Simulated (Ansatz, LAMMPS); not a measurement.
# An extra electron or hole in a frame of liquid 2-propanol from 320 K (168 atoms): runs compared

Aim: add and remove one electron in a frame of liquid 2-propanol from 320 K (168 atoms), with atoms held and relaxed, and read trapping energy and localisation.

Computed with Ansatz 0.2.0: Kohn-Sham DFT, PBE+D4, PAW (set soft_2), plane waves.

In doubt: warnings of the run leave room for a lower electronic state (in some of the runs), so energies may not be the lowest and differences between runs may mislead.

### Step 1. The cell as built

The cell holds 168 atoms: 42 C, 14 O and 112 H. Its edges and angles: a = 12.119 Å, b = 12.119 Å, c = 12.119 Å, α = 90.0°, β = 90.0°, γ = 90.0°. 14 2-propanol placed at random, at 0.785 g/cm³; overlaps pushed apart, then 10 ps at 470 K with MMFF94 bonds, angles, torsions, charges and radii (Halgren, J. Comput. Chem. 17, 490 (1996)) in harmonic and 12-6 forms. Snapshot after 20 ps at 320 K and fixed volume.

Limits known from the start: The network of contacts between molecules at the start is that of the classical potential that made the cell, and needn't be the one that DFT or experiment would give. Only the Γ point is sampled, in a cell whose shortest periodic width is 12 Å. The liquid is relaxed first, so the results are those of a frozen frame at zero temperature.

### Step 2. The reference run

The reference is a single point at the end of the relaxation.

The charged cells start from the geometry of this run, on a uniform background, with spin and a narrow Fermi–Dirac smearing.

Its input, with most atom lines left out:

```yaml
crystal:
  lattice:
    - [12.11856, 0.0, 0.0]
    - [0.0, 12.11856, 0.0]
    - [0.0, 0.0, 12.11856]
  atoms:
    - { symbol: C, position: [0.00266, 0.7395, 0.5707] }
    - { symbol: C, position: [0.05522, 0.85353, 0.56744] }
    - { symbol: C, position: [0.00227, 0.93321, 0.64904] }
    - { symbol: O, position: [0.17173, 0.84073, 0.58944] }
    - { symbol: H, position: [0.91463, 0.74482, 0.54988] }
    - { symbol: H, position: [0.0427, 0.68367, 0.51153] }
    - { symbol: H, position: [0.01022, 0.70322, 0.65356] }
    [... atom lines 8 to 168 left out ...]
kpoints:
  mp_grid: { grid: [1, 1, 1] }
hamiltonian:
  xc: pbe
  dispersion: d4
scf:
  occupations: { method: fixed }
output:
  forces: true
  stress: true
  populations: true
  dos:
    method: { smearing: { sigma: 0.08 } }
    de: 0.1
    projected: { site_lists: { C: [C], H: [H], O: [O] } }
  eigenvalues: true
  write_density: true
  write_potential: true
  volumetric_format: npy
  elf: true
```

```
free energy per atom   : -120.7781 eV/atom
r.m.s. force component : 0.00927 eV/Å
pressure               : -0.2769 GPa
```

Filled and empty levels are parted by 4.58 eV (at Γ alone); a semilocal functional tends to put such gaps too low. In a disordered cell it changes from sample to sample and from frame to frame.

### Step 3. The runs

Each row is one run, on 4 threads of AMD EPYC 9R14 (Zen 4), shared host. The free energy is the program's total, comparable only between runs with the same functional, potentials and atoms; between charge states it hangs on the program's zero of potential.

| run | atoms | outcome | ionic steps, all passes | free energy (eV) | time | host memory (GiB) |
| --- | --- | --- | --- | --- | --- | --- |
| Single point at the start | 168 | converged | - | -20283.071 | 10 s | 2.0 |
| Relaxation | 168 | converged | 48 | -20290.728 | 5.9 min | 2.0 |
| Single point at the relaxed geometry | 168 | converged | - | -20290.728 | 17 s | 2.2 |
| An extra electron, atoms held | 168 | converged | - | -20288.033 | 59 s | 3.7 |
| An extra electron, atoms relaxed | 168 | converged | 12 | -20288.070 | 3.1 min | 3.6 |
| An extra electron, levels at the relaxed geometry | 168 | converged | - | -20288.070 | 62 s | 3.7 |
| Neutral at the geometry of the electron | 168 | converged | - | -20290.726 | 17 s | 2.2 |
| An extra hole, atoms held | 168 | converged | - | -20288.456 | 86 s | 3.7 |
| An extra hole, atoms relaxed | 168 | converged | 61 | -20289.236 | 20 min | 3.6 |
| An extra hole, levels at the relaxed geometry | 168 | converged | - | -20289.236 | 43 s | 3.6 |
| Neutral at the geometry of the hole | 168 | converged | - | -20287.059 | 19 s | 2.2 |

In some runs the program notes that the exchange-correlation potential is rough where the density is thin and starting moments were not kept. Further notices: convergence withheld.

Local excerpt of 12 atoms (numbers count through the whole input) about C110, which holds the most spin of the extra hole after relaxation; x, y, z are measured from there.

| atom | x | y | z | distance (Å) | Löwdin charge (e) | moment (μB) |
| --- | --- | --- | --- | --- | --- | --- |
| C110 | 0.00 | 0.00 | 0.00 | 0.00 | 0.20 | 0.23 |
| O112 | -0.36 | 1.32 | -0.07 | 1.37 | -0.44 | 0.06 |
| C109 | 0.84 | -0.32 | 1.20 | 1.49 | -0.47 | 0.00 |
| C111 | -0.98 | -1.01 | -0.50 | 1.50 | -0.48 | 0.00 |
| H116 | 1.31 | -0.15 | -1.46 | 1.97 | 0.36 | 0.00 |
| H120 | -0.98 | 1.50 | -0.86 | 1.99 | 0.38 | 0.00 |
| H115 | 1.24 | -1.33 | 1.13 | 2.15 | 0.20 | 0.00 |
| H118 | -0.52 | -2.01 | -0.56 | 2.15 | 0.20 | 0.00 |
| H113 | 1.67 | 0.39 | 1.30 | 2.16 | 0.20 | 0.01 |
| H114 | 0.24 | -0.25 | 2.13 | 2.16 | 0.19 | 0.02 |
| H119 | -1.85 | -1.09 | 0.18 | 2.16 | 0.19 | 0.02 |
| H117 | -1.37 | -0.75 | -1.49 | 2.16 | 0.19 | 0.01 |

### Step 4. Energies and spread of the extra charge

Energies are differences within one cell and functional; the shift is the gain plus the neutral cell's energy at the new geometry, that is how much cheaper the vertical process becomes there. The spread is the participation number of the site moments (1/Σw², over the spin inside atomic spheres), with the atom that holds the largest share and the spin that the spheres hold in all.

```
 carrier  charged less neutral, atoms held (eV)  gain on relaxing (eV)  neutral cell at that geometry, less the reference (eV)  shift of the vertical energy (eV)        spread, atoms held          spread, relaxed
electron                                  2.694                  0.036                                                   0.002                              0.038                         -                        -
    hole                                  2.272                  0.780                                                   3.668                              4.449  19; O124 14 % of 0.36 μB  3; C110 60 % of 0.38 μB
```

### Step 5. Outcome

The extra electron gains 0.036 eV as the atoms relax: so small a gain shows no trapping at this level. The cell with the electron keeps a moment of only 0.00 μB where one unpaired electron should give 1 μB: the carrier is shared between both spins, which can hide trapping. The extra hole gains 0.78 eV as the atoms relax, and its spin goes from about 19 to 3 atoms: it localises as a bond breaks, a chemical change rather than a polaron, with the largest share on C110. The C110–H116 distance goes from 1.11 to 1.97 Å, so the bond is broken. With the atoms held, the spheres hold only 0.36 of the 1.00 μB, so the spread is read from a small part of the spin. Adding the two vertical energies gives 4.97 eV, against a gap of 4.58 eV in the neutral cell. The zero of the potential cancels in this sum; the excess isn't taken apart here: charging of a small cell, filling of bands on a coarse mesh and the attraction to the background can all enter.

**Limits.** Single energies of charged cells hang on the program's zero of potential. In the spin-polarised runs the search for a state of lower energy was switched off. No distortion was seeded, so a trapped state behind a barrier can't be found. Local and semilocal functionals favour spread-out charges, so trapping can be missed. The density was typed from a rule of thumb and may lie off the real one at this temperature. Charged cells carry a uniform background, with no correction for images.

The DFT runs together took 35 min of wall time.

[Logs are printed without paths, hosts, clocks, repeated set-up lines and the standing remarks that a program may print on its own settings, such as how far it seeks lower states.]

[Hosts, paths, dates, database ids (printed as entryN), source tags and the programs' standing remarks are cut or masked in the printed files.]

[The MMFF94 radii named for the starting cell were scaled by 0.96; in molecules described by MMFF94, hydrogen bound to N, O or S took a small fixed 12-6 site in their place.]
